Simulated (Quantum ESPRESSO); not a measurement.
# CdS (Hawleyite): the LO frequency by hand

How high does the longitudinal optical mode of CdS (Hawleyite) lie, given the transverse one, the Born charge and ε∞?

Program: Quantum ESPRESSO 7.5. Level of theory: DFT PBE, scalar-relativistic, plane waves, PseudoDojo norm-conserving pseudopotentials. Results are calculated unless marked as measured.

## Step 1: The relaxed structure

Symmetry: F-43m, No. 216, cubic system. The conventional cell has a = 5.929 Å, b = 5.929 Å, c = 5.929 Å, α = 90.00°, β = 90.00°, γ = 90.00°. Nearest to Cd lie 4 S at 2.57 Å. S has 4 Cd at 2.57 Å nearest. Farther neighbours and most contacts between anions are not listed.

This is the cell after its relaxation at this level of theory, not the database cell from which that began.

## Step 2: What the response run gave

A linear-response run on the relaxed cell, with the response to an electric field; only its zone-centre results are used. Cutoff 112 Ry, k mesh 8×8×8.

What it wrote:

```text
[banners, grids, parts of the stress and lines that vanish by symmetry left out]
Program PHONON v.7.5
     Reading xml data from directory:

[...]
Exchange-correlation= PBE
                           (   1   4   3   4   0   0   0)
[...]
kinetic-energy cut-off    =     112.0000  Ry
     charge density cut-off    =     448.0000  Ry
     convergence threshold     =      1.0E-18
[...]
Exchange-correlation= PBE
                           (   1   4   3   4   0   0   0)
[...]
q = (   0.0000000   0.0000000   0.0000000 )
     25 Sym.Ops. (with q -> -q+G )
     G cutoff = 1424.5792  (  56377 G-vectors)     FFT grid: ( 54, 54, 54)
     number of k points=    29
[...]
Mode symmetry, T_d (-43m)  point group:
[...]
Dielectric constant
[...]
End of electric fields calculation
          Dielectric constant in cartesian axis
          (       6.798178707       0.000000000      -0.000000000 )
          (       0.000000000       6.798178707      -0.000000000 )
          (      -0.000000000       0.000000000       6.798178707 )
          Effective charges (d Force / dE) in cartesian axis without acoustic sum rule applied (asr)
           atom    1  Cd    Mean Z*:        2.24687
      Ex  (        2.24687       -0.00000       -0.00000 )
      Ey  (       -0.00000        2.24687        0.00000 )
      Ez  (       -0.00000       -0.00000        2.24687 )
           atom    2  S     Mean Z*:       -2.26704
      Ex  (       -2.26704        0.00000        0.00000 )
      Ey  (        0.00000       -2.26704        0.00000 )
      Ez  (        0.00000        0.00000       -2.26704 )
          Effective charges Sum: Mean:       -0.02017
[...]
Effective charges (d Force / dE) in cartesian axis with asr applied:
           atom    1  Cd    Mean Z*:        2.25696
[...]
atom    2  S     Mean Z*:       -2.25696
[...]
Representation #   1 modes #   1   2   3
[...]
End of self-consistent calculation
     Convergence has been achieved
     Representation #   2 modes #   4   5   6
[...]
End of self-consistent calculation
     Convergence has been achieved
[...]
Dielectric constant in cartesian axis
          (       6.798178707       0.000000000      -0.000000000 )
          (       0.000000000       6.798178707      -0.000000000 )
          (      -0.000000000       0.000000000       6.798178707 )
          Effective charges (d Force / dE) in cartesian axis without acoustic sum rule applied (asr)
           atom    1  Cd    Mean Z*:        2.24687
      Ex  (        2.24687       -0.00000       -0.00000 )
      Ey  (       -0.00000        2.24687        0.00000 )
      Ez  (       -0.00000       -0.00000        2.24687 )
           atom    2  S     Mean Z*:       -2.26704
      Ex  (       -2.26704        0.00000        0.00000 )
      Ey  (        0.00000       -2.26704        0.00000 )
      Ez  (        0.00000        0.00000       -2.26704 )
          Effective charges Sum: Mean:       -0.02017
[...]
Effective charges (d Force / dE) in cartesian axis with asr applied:
           atom    1  Cd    Mean Z*:        2.25696
[...]
atom    2  S     Mean Z*:       -2.25696
[...]
q = (    0.000000000   0.000000000   0.000000000 )
[...]
freq (    1) =      -0.048513 [THz] =      -1.618222 [cm-1]
     freq (    2) =      -0.048513 [THz] =      -1.618222 [cm-1]
     freq (    3) =      -0.048513 [THz] =      -1.618222 [cm-1]
     freq (    4) =       6.479861 [THz] =     216.144908 [cm-1]
     freq (    5) =       6.479861 [THz] =     216.144908 [cm-1]
     freq (    6) =       6.479861 [THz] =     216.144908 [cm-1]
[...]
Mode symmetry, T_d (-43m)  point group:
     freq (   1-   3) =         -1.6  [cm-1]   --> T_2  G_15 P_4   I+R
     freq (   4-   6) =        216.1  [cm-1]   --> T_2  G_15 P_4   I+R

   JOB DONE.
```

| quantity | value |
| --- | --- |
| cell volume Ω (Å³) | 52.107 |
| mass of Cd (u) | 112.414 |
| mass of S (u) | 32.060 |
| Born charge of Cd, raw (e) | 2.247 |
| Born charge of S, raw (e) | -2.267 |
| ε∞ | 6.798 |
| ω(TO) after the sum rule (cm⁻¹) | 216.2 |

## Step 3: The calculation

The charges must sum to zero over the cell; taking off their mean, -0.010 e, leaves Z* = 2.257 e on Cd. In the polar mode Cd moves against S, so the reduced mass is μ = 112.41 × 32.06 / 144.47 = 24.946 u.

A longitudinal wave builds up a field that adds to the restoring force: ω(LO)² = ω(TO)² + 4π Z*² / (μ Ω ε∞), in Hartree atomic units. With μ = 45473 electron masses and Ω = 351.64 bohr³ the second term is 5.8886e-07 Ha², or 28365 cm⁻² (1 Ha = 219474.6 cm⁻¹).

So ω(LO) = √(46725 + 28365) = 274.0 cm⁻¹, and by the Lyddane-Sachs-Teller relation ε₀ = ε∞ (ω(LO)/ω(TO))² = 10.93.

## Step 4: Check against the program

The analysis program adds the same non-analytic term to the full matrix, here for q along (1 0 0).

What it wrote:

```text
[banner, memory and clock lines left out]
Program DYNMAT v.7.5

     Reading Dynamical Matrix from file g.dyn
     ...Force constants read
     ...epsilon and Z* read

     Polarizability (A^3 units)
     multiply by 0.340980 for Clausius-Mossotti correction
        24.042390    0.000000   -0.000000
         0.000000   24.042390    0.000000
        -0.000000   -0.000000   24.042390

     IR activities are in (D/A)^2/amu units

# mode   [cm-1]    [THz]      IR
    1      0.00    0.0000    0.0000
    2      0.00    0.0000    0.0000
    3      0.00    0.0000    0.0000
    4    216.16    6.4802    4.7111
    5    216.16    6.4802    4.7111
    6    274.02    8.2150    4.7111
```

ε₀ comes from the program's run without a direction of q.

| quantity | by hand | program |
| --- | --- | --- |
| ω(LO) (cm⁻¹) | 274.0 | 274.0 |
| ε₀ | 10.93 | 10.93 |

## Step 5: Summary of results

| Item | Value |
| --- | --- |
| TO mode | 216.2 cm⁻¹ |
| LO mode | 274.0 cm⁻¹ |
| static dielectric constant | 10.93 |

**Reading.** The LO mode of CdS (Hawleyite) lies at 274 cm⁻¹, 58 cm⁻¹ above the TO mode; the formula meets the program within 0.1 cm⁻¹, as it must for a cubic crystal with one polar mode. ω(LO)² − ω(TO)² goes with Z*²/ε∞: an error of 5 % in ε∞ would move the LO mode by 2.5 cm⁻¹, and semilocal functionals tend to overestimate ε∞. The raw charges miss their sum by 0.020 e, a sign that the k mesh is short for the field response, so ε∞ may be some per cent too high. These are harmonic values at zero temperature, at the volume of this functional, for the structure held cubic; stability elsewhere in the zone is no part of this calculation.

[Host names and launcher messages were left out of these logs when they were recorded.]

[Logs are printed without paths, hosts, clocks, repeated set-up lines and the standing remarks that a program may print on its own settings, such as how far it seeks lower states.]

[Hosts, paths, dates, database ids (printed as entryN), source tags and the programs' standing remarks are cut or masked in the printed files.]
